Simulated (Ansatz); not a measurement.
# ZrCdS3 (model cell, started as cubic perovskite with Zr in the octahedra): following an unstable mode, part 3 of 3

Which phase does ZrCdS3 (model cell, started as cubic perovskite with Zr in the octahedra) fall into along its unstable mode, and how much energy does it gain?

Ansatz 0.2.0; DFT PBEsol, scalar-relativistic, plane waves, PAW; PAW set soft_1.

So far. Step 5 (Energy along the mode, all amplitudes (two of the runs …): The energy still falls at the last step, so the rise lies beyond the steps tried. Step 7 (The new phase in its own primitive cell): The largest force component left is 0.40 meV/Å and the pressure is 0.000 GPa, within the tolerances set. The cell now holds 21.53 Å³/atom. The relaxed cell has a, b, c = 7.192, 9.482, 6.315 Å (conventional setting).

The structure was built from a prototype and need not be the compound's stable phase.

## (8) Modes of the new phase, k-mesh 6×6×6, occupations fixed

A relaxed structure may still be a saddle point, so its zone-centre modes are computed. The response to a homogeneous field gives the Born charges and the dielectric tensor.

File input.yaml:

```yaml
crystal:
  lattice:
    - [-3.5958642783, 4.7409772852, 3.157643978]
    - [3.5958642783, -4.7409772852, 3.157643978]
    - [3.5958642783, 4.7409772852, -3.157643978]
  atoms:
    - { symbol: Cd, position: [0.3075361032, 0.0575361032, 0.25] }
    - { symbol: Cd, position: [0.6924638968, 0.9424638968, 0.75] }
    - { symbol: Zr, position: [0.5, 0.5, 0.0] }
    - { symbol: Zr, position: [0.0, 0.5, 0.5] }
    - { symbol: S, position: [0.9138838318, 0.6638838318, 0.25] }
    - { symbol: S, position: [0.0861161682, 0.3361161682, 0.75] }
    - { symbol: S, position: [0.3293955893, 0.0, 0.8293955893] }
    - { symbol: S, position: [0.6706044107, 0.0, 0.1706044107] }
    - { symbol: S, position: [0.3293955893, 0.5, 0.3293955893] }
    - { symbol: S, position: [0.6706044107, 0.5, 0.6706044107] }
kpoints:
  mp_grid: { grid: [6, 6, 6] }
hamiltonian:
  xc: pbesol
  pseudopotentials: { kind: paw, azcp: { folder: soft_1 }, xc_functional: pbe }
scf:
  occupations: { method: fixed }
output:
  eigenvalues: true
phonons:
  method: dfpt
  dielectric: true
  rigid_motions: translations
```

Launch:

```console
ansatz run input.yaml --threads 8 --pin off --max-ram 16384MiB --backend cpu --events-out ev --progress --plain --runs-dir out
```

Log:

```text
[...]
Crystal: 10 atoms, lattice volume = 215.325 Å³
Basis set: ecut = 420 eV, 4189 PW (Γ), exchange–correlation on 96×96×96 points (8 copies of the dense FFT grid, shifted against one another)
Bands: 60, of which v1, the nominal top of the filled ones, is band 50 counted from 1 (49 counted from 0)
Symmetry: 8 space group operations
k-points: 112 of 216 (irreducible under 1 space group operation, time reversal used)
[...]
SCF iter   1: F=—  HF=-29946.646226 eV  |F-HF|=—  |Δ(HF+E_count)|=         —  Δρ=3.48e-2  dr2=4.25e0  ethr=3.10e-3  ⟨swp⟩=5.3  Hψ=23777  notcnv=0  defer=874
[...]
SCF iter  13: F=-29945.517895 eV  HF=-29945.517895 eV  |F-HF|=1.09e-11  |Δ(HF+E_count)|=  1.09e-11  Δρ=7.20e-8  dr2=2.20e-11  ethr=1.00e-12  ⟨swp⟩=7.0  Hψ=32481  notcnv=0
SCF 1 converged in 13 iterations: F = -29945.517895 eV  dr2 = 2.20e-11
[...]
NSCF: frozen V_eff on 5 k-points
DFPT response loops at Γ: preconditioner auto → Resta (q_TF=auto, 2.401 Å⁻¹)  ε∞=10.3 (no band partly filled); β = 1.00, the filter's whole step (`scf.mixing.beta` (0.50) is not read by the response loops at its default; to damp them type it under 1.00, their step now; it binds the ground state too); Broyden in place of MSR1
── the response to a field inside a basis, on 10×12×10 k-points: an SCF that follows is theirs, and a resumed run solves both again ──
Bands: 51, of which v1, the nominal top of the filled ones, is band 50 counted from 1 (49 counted from 0)
k-points: 600 of 1200 (irreducible under 2 space group operations)
[...]
Eigensolver: Dense (600 Hₖ)
SCF iter   1: F=—  HF=-29945.374299 eV  |F-HF|=—  |Δ(HF+E_count)|=         —  Δρ=3.69e-4  dr2=1.09e-4  ethr=1.00e-1
[...]
SCF iter   5: F=-29945.374323 eV  HF=-29945.374323 eV  |F-HF|=6.21e-9  |Δ(HF+E_count)|=   6.17e-8  Δρ=1.85e-6  dr2=1.02e-8  ethr=2.61e-10
SCF 1 converged in 5 iterations: F = -29945.374323 eV  dr2 = 1.02e-8
[...]
WARN: field response: inside a basis, on 10×12×10 points, no mesh in reach settles it: take ε∞, Z* and everything formed from them with what they may err, as stated (eps_inf_uncertainty, zstar_uncertainty_e), and compare with field_mesh: kpoints on a denser kpoints.mp_grid
WARN: field response: ε∞ stands inside a basis, on 10×12×10 points; the force constants stand on the 6×6×6 k-mesh, whose period is 12.49 times the interband length at k = (-0.5000, -0.5000, -0.5000), direct gap 1.257 eV, under 14: take them and everything formed from them as unconverged, and compare with a denser kpoints.mp_grid
SCF converged after 13 iterations
Free energy (F): -29945.517895 eV
[...]
Internal energy: -29945.517895 eV  (E = F + TS)
E sigma→0 (E₀):  -29945.517895 eV
Fermi energy:    8.474947 eV
[...]
--- Band table (eV; the first three rows and the last of 112) ---
  k-point 0: bands = [... 46 lower, 7.9383, 8.0601, 8.3558, 8.4749, 9.0964, 9.5091, 10.0677, 10.1677, ... 6 higher]
  k-point 1: bands = [... 46 lower, 7.6162, 7.9625, 8.2092, 8.2966, 9.4000, 9.7090, 10.1505, 10.4647, ... 6 higher]
  k-point 2: bands = [... 46 lower, 7.1846, 7.6755, 8.0460, 8.0510, 9.8417, 10.0599, 10.3624, 10.6241, ... 6 higher]
  k-point 111: bands = [... 46 lower, 6.6689, 7.3358, 7.5448, 7.7839, 9.0413, 9.2212, 10.4037, 10.7947, ... 6 higher]
--- Phonons (Γ-DFPT): 12 representative perturbations + reference, on 112 of 216 k-points (Σ response iterations 41) ---
  k mesh reduced under 1 symmetry operation, with k and −k counted as one. Each operation leaves every solved perturbation unchanged. A smaller set is not considered because the run solves the response to a homogeneous field
  ASR residual: 1.454e-4 → 0.000e0 eV/Å²; symmetrization residual: 1.647e-5 eV/Å²
  ASR residual per site (eV/Å²): 3.34e-5 3.34e-5 4.55e-5 4.55e-5 1.16e-4 1.16e-4 1.45e-4 1.45e-4 1.45e-4 1.45e-4
  Γ frequencies (cm⁻¹): -29.62 0.00 0.00 0.00 25.00 32.62 54.96 55.72 69.87 100.07 104.07 104.90 116.28 116.41 135.63 157.90 179.17 203.40 207.64 209.51 233.94 234.05 250.41 261.82 276.36 282.53 283.79 302.06 334.53 407.60
  ε∞ (high-frequency dielectric tensor):
       12.937780     0.000000     0.000000
        0.000000    12.209273     0.000000
        0.000000     0.000000    11.486031
  softest optical mode at Γ: -29.62 cm⁻¹; the repairs (sum rule, projections) moved no ω² at Γ by more than (2.39 cm⁻¹)²
  Born effective charges Z* (e; rows j = field, columns β = displacement):
    site 0:
         2.87972   -0.00000    0.00000
        -0.00000    2.43713   -0.00000
         0.00000   -0.00000    2.63042
    site 1:
         2.87972   -0.00000    0.00000
        -0.00000    2.43713   -0.00000
        -0.00000   -0.00000    2.63042
    site 2:
         8.66822   -0.00000    0.00000
        -0.00000    7.44467   -0.05529
         0.00000   -0.97520    7.03702
    site 3:
         8.66822   -0.00000    0.00000
        -0.00000    7.44467    0.05529
         0.00000    0.97520    7.03702
    site 4:
        -1.00563   -0.00000   -0.00000
        -0.00000   -5.64892    0.00000
         0.00000   -0.00000   -2.76968
    site 5:
        -1.00563   -0.00000    0.00000
        -0.00000   -5.64892   -0.00000
         0.00000   -0.00000   -2.76968
    site 6:
        -5.27115   -0.00000   -2.02775
        -0.00000   -2.11644   -0.00000
        -1.83188   -0.00000   -3.44888
    site 7:
        -5.27115    0.00000   -2.02775
         0.00000   -2.11644   -0.00000
        -1.83188    0.00000   -3.44888
    site 8:
        -5.27115   -0.00000    2.02775
        -0.00000   -2.11644   -0.00000
         1.83188   -0.00000   -3.44888
    site 9:
        -5.27115   -0.00000    2.02775
         0.00000   -2.11644    0.00000
         1.83188   -0.00000   -3.44888
  Z* charge neutrality: 7.066e-2 e pre-enforcement
  solved inside a basis spanned on kpoints, on 10×12×10 k-points, which do not settle them: ε∞ is read to err by 1.1e-1, Z* by 1.2e-1 e (field_mesh: kpoints solves on kpoints); Z* is corrected for what the basis lacks
  optical modes at Γ without the LO–TO term, one row a degenerate level:
      ω (cm⁻¹)  modes    IR ((D/Å)²/amu)
        -29.62      1             0.0000
         25.00      1             2.3186
         32.62      1            14.6359
         54.96      1             8.9145
         55.72      1             0.0000
         69.87      1             0.0000
        100.07      1             0.0000
[...]
optical modes at Γ + LO–TO along q̂ = [1.0000, 0.0000, 0.0000]:
      ω (cm⁻¹)  modes    IR ((D/Å)²/amu)
[...]
optical modes at Γ + LO–TO along q̂ = [0.0000, 1.0000, 0.0000]:
      ω (cm⁻¹)  modes    IR ((D/Å)²/amu)
[...]
optical modes at Γ + LO–TO along q̂ = [0.0000, 0.0000, 1.0000]:
      ω (cm⁻¹)  modes    IR ((D/Å)²/amu)
[...]
207.64      1             0.0000
        209.51      1            13.0447
        233.94      1             0.0000
        234.05      1            24.8150
        250.41      1             0.0000
        276.36      1             0.0000
        282.53      1            78.0500
        283.79      1             0.0000
        288.98      1             8.7037
        302.06      1             0.0000
        394.05      1            67.4490
        407.60      1             0.0000
```

It took 8.9 min on 8 threads of AMD EPYC 7B13 (Zen 3), shared host; peak memory 9.2 GiB; 64 min of CPU time.

Numbers from this step:

```
sum-rule residual before enforcement                    : 1.45e-4 eV/Å²
miss of the charge sum rule                             : 0.07066 e
estimated error of the dielectric tensor                : 0.1105
estimated error of the Born charges                     : 0.1163 e
point group                                             : mmm
highest optical mode at the zone centre (no LO-TO term) : 407.6 cm⁻¹
lowest optical zone-centre mode                         : -29.62 cm⁻¹
mean high-frequency dielectric constant                 : 12.21
largest Born charge (third of the trace)                : 7.717 e
top of the zone-centre spectrum with the field          : 407.6 cm⁻¹
```

Patterns of degenerate modes are one choice out of their space. Modes at Γ, with each element's share of the kinetic energy (negative means imaginary):

```
mode  frequency (cm⁻¹)  symmetry  Cd %  Zr %  S %
   1             -29.6       B1g     0     0  100
   2               0.0  acoustic    37    30   32
   3               0.0  acoustic    37    30   32
   4               0.0  acoustic    38    30   32
   5              25.0       B3u    41    34   25
   6              32.6       B2u    16    72   12
   7              55.0       B1u    21    63   16
   8              55.7       B3g    97     0    3
   9              69.9       B2g    98     0    2
  10             100.1        Ag    91     0    9
  11             104.1       B2u    42     0   57
  12             104.9       B3u     5    22   73
  13             116.3       B2g     0     0  100
  14             116.4        Au     0     2   98
  15             135.6       B3u    16     2   82
  16             157.9       B1u    17    11   72
  17             179.2       B1u    18    78    4
  18             203.4       B3g     3     0   97
  19             207.6        Au     0    98    2
  20             209.5       B2u     4    91    4
  21             233.9       B2g     2     0   98
  22             234.1       B2u     0     6   94
  23             250.4        Ag     0     0  100
  24             261.8       B1u     6     8   86
  25             276.4       B3g     0     0  100
  26             282.5       B3u     0    11   89
  27             283.8        Ag     9     0   91
  28             302.1       B1g     0     0  100
  29             334.5       B1u     1    10   90
  30             407.6       B3g     0     0  100
```

Displacements in mode 1 (-29.6 cm⁻¹), the largest set to 1:
```
Cd1  0.00  0.00  0.00
Cd2  0.00  0.00  0.00
Zr3  0.00  0.00  0.00
Zr4  0.00  0.00  0.00
S5   0.00  0.00  0.00
S6   0.00  0.00  0.00
S7   0.99  0.00 -1.00
S8  -0.99  0.00  1.00
S9   0.99  0.00  1.00
S10 -0.99  0.00 -1.00
```

Displacements in mode 29 (334.5 cm⁻¹), the largest set to 1:
```
Cd1  0.00  0.00  0.09
Cd2  0.00  0.00  0.09
Zr3  0.00  0.14 -0.29
Zr4  0.00 -0.14 -0.29
S5   0.00  0.00 -0.50
S6   0.00  0.00 -0.50
S7   1.00  0.00  0.51
S8   1.00  0.00  0.51
S9  -1.00  0.00  0.51
S10 -1.00  0.00  0.51
```

High-frequency dielectric tensor, which the program warns is not settled by the k meshes in reach. Tensor:

```
       x      y      z
x  12.94      0      0
y      0  12.21      0
z      0      0  11.49
```

Optical modes at the zone centre, without and with the macroscopic field of the longitudinal modes; each column is sorted by frequency, so a row need not hold one and the same mode. Modes with and without the field, by row:

```
rank among optical modes  no field (cm⁻¹)  q along (1, 0, 0) (cm⁻¹)  q along (0, 1, 0) (cm⁻¹)  q along (0, 0, 1) (cm⁻¹)
                       1            -29.6                     -29.6                     -29.6                     -29.6
                       2               25                      30.9                        25                        25
                       3             32.6                      32.6                        55                      32.6
                       4               55                        55                      55.7                      55.7
                       5             55.7                      55.7                      56.6                      69.9
                       6             69.9                      69.9                      69.9                      77.9
                       7            100.1                     100.1                     100.1                     100.1
                       8            104.1                     104.1                     104.9                     104.1
                       9            104.9                     116.3                     116.3                     104.9
                      10            116.3                     116.4                     116.4                     116.3
                      11            116.4                     125.8                     135.6                     116.4
                      12            135.6                     157.9                     157.9                     135.6
                      13            157.9                     179.2                     163.6                     176.1
                      14            179.2                     180.4                     179.2                     191.1
                      15            203.4                     203.4                     203.4                     203.4
                      16            207.6                     207.6                     207.6                     207.6
                      17            209.5                     209.5                     218.4                     209.5
                      18            233.9                     233.9                     233.9                     233.9
                      19            234.1                     234.1                     250.4                     234.1
                      20            250.4                     250.4                     261.8                     250.4
                      21            261.8                     261.8                     276.4                     276.4
                      22            276.4                     276.4                     282.5                     282.5
                      23            282.5                     283.8                     283.8                     283.8
                      24            283.8                     302.1                     302.1                       289
                      25            302.1                     334.5                     324.6                     302.1
                      26            334.5                     404.5                     334.5                     394.1
                      27            407.6                     407.6                     407.6                     407.6
```

Born charge (rows field, columns displacement) (e), principal values of the symmetric part by kind of site:

```
atom  atoms with these values    low  middle   high   mean
 Cd1                        2   2.44    2.63   2.88   2.65
 Zr3                        2   6.69    7.79   8.67   7.72
  S5                        2  -5.65   -2.77  -1.01  -3.14
  S7                        4  -6.49   -2.23  -2.12  -3.61
```

In full for Zr3:

```
 8.67  0.00  0.00
 0.00  7.44 -0.06
 0.00 -0.98  7.04
```

Transverse modes; imaginary modes are left out. Lines of the infrared spectrum (strongest = 100):

```
position (cm⁻¹)  lines merged  relative intensity
             25             1                 3.0
             33             1                  19
             55             1                  11
             56             1                 0.0
             70             1                 0.0
            100             1                 0.0
            104             1                  47
            105             1                  50
            116             2                 0.0
            136             1                  19
            158             1                  25
            179             1                 2.0
            203             1                 0.0
            208             1                 0.0
            210             1                  17
            234             2                  32
            250             1                 0.0
            262             1                  32
            276             1                 0.0
            282             1                 100
            284             1                 0.0
            302             1                 0.0
            334             1                  36
            408             1                 0.0
```

Before it was imposed, the acoustic sum rule was missed by 1.5e-4 eV/Å² and the charge sum rule by 0.071 e. The charge miss is large and points to the mesh or the basis. The lowest optical mode is imaginary, 29.6i cm⁻¹, so the energy falls along it.

The log warns of the k mesh: “the force constants stand on the 6×6×6 k-mesh, whose period is 12.49 times the interband length at k = (-0.5000, -0.5000, -0.5000), direct gap 1.257 eV, under 14: take them and everything formed from them as unconverged”.

## (9) The phases reached

The phases reached along the modes that were followed are set side by side.

Energies are those of the first relaxation, on the mesh of the frozen mode; space group, volume and gap are those of the last relaxation. Phases, by row:

```
                   mode frozen in  space group  energy from parent (meV/atom)  volume (Å³/atom)  gap on mesh (eV)  lowest zone-centre optical mode (cm⁻¹)  largest shift (Å)
                           parent        Pm-3m                              0             23.83                 0                                       –                  –
   q = (0, -0.5, -0.5), 184i cm⁻¹       P4/mbm                         -297.3             22.07                 0                                  -129.5               0.87
q = (-0.5, -0.5, -0.5), 180i cm⁻¹       I4/mcm                         -291.4              22.1                 0                                  -162.7              0.874
q = (-0.5, -0.5, -0.5), 180i cm⁻¹         R-3c                         -488.2             21.93             0.927                                   -46.4              0.837
q = (-0.5, -0.5, -0.5), 180i cm⁻¹         Imma                         -478.5             21.53             0.566                                   -29.6              1.035
```

## (10) What came out

```yaml
unstable_mode_of_the_parent: q = (-0.5, -0.5, -0.5), 180i cm⁻¹
depth_at_the_lowest_point_sampled: 207 meV/atom
largest_atomic_shift_at_that_point: 0.6 Å
space_group_reached: Imma
energy_gained_over_the_parent_first_relaxation_on_the_mesh_of_the_frozen_mode: 479 meV/atom
volume_per_atom_phase_reached: 21.5 Å³
gap_on_the_k_mesh_phase_reached: 0.566 eV
lowest_optical_zone_centre_mode_phase_reached: -29.6 cm⁻¹
highest_optical_mode_at_the_zone_centre_no_lo_to_term_phase_reached: 408 cm⁻¹
```

Along this mode the structure falls into Imma, 479 meV/atom below the parent. At the parent's cell the well is 207.4 meV/atom deep on the steps tried, with its lowest point at a shift of 0.6 Å. That is the last step tried, so the steps alone don't bracket the bottom of the well. Relaxing atoms and cell changes the gain by +271.10 meV/atom against the lowest step (energies at zero smearing). The new phase still has an imaginary mode at the zone centre of its cell, so it is a saddle point on the way to a lower structure. Of the 4 patterns followed from this parent, this one ends 9.65 meV/atom above the lowest, R-3c. Each path keeps the symmetry of its pattern, so a lower phase may lie along a pattern not tried. With the field response the log warns that the k mesh is coarse for the force constants too, so the frequencies are to be taken as unconverged. With no gap, or one that is small against the smearing, the frequencies hang on the k mesh and the smearing, most of all near Kohn anomalies. In at least one run the field response is not settled by the k meshes in reach, so its dielectric tensor, Born charges and longitudinal modes are rough. A semilocal functional can close a gap that the real compound would have, so the metallic treatment may be an artefact of the level. The PAW files were made for PBE and serve the other functionals too. A phonon run warned that its eigensolver left some bands unconverged in a pass. The starting cell was built on a prototype and not taken from a measurement, so the phase need not exist.

[Long decimals in the printed logs are rounded to 6 places.]

[Logs are printed without paths, hosts, clocks, repeated set-up lines and the standing remarks that a program may print on its own settings, such as how far it seeks lower states.]

[Hosts, paths, dates, database ids (printed as entryN), source tags and the programs' standing remarks are cut or masked in the printed files.]

[Where the starting crystal was built by hand or by swapping elements, it need not be the compound's stable phase.]
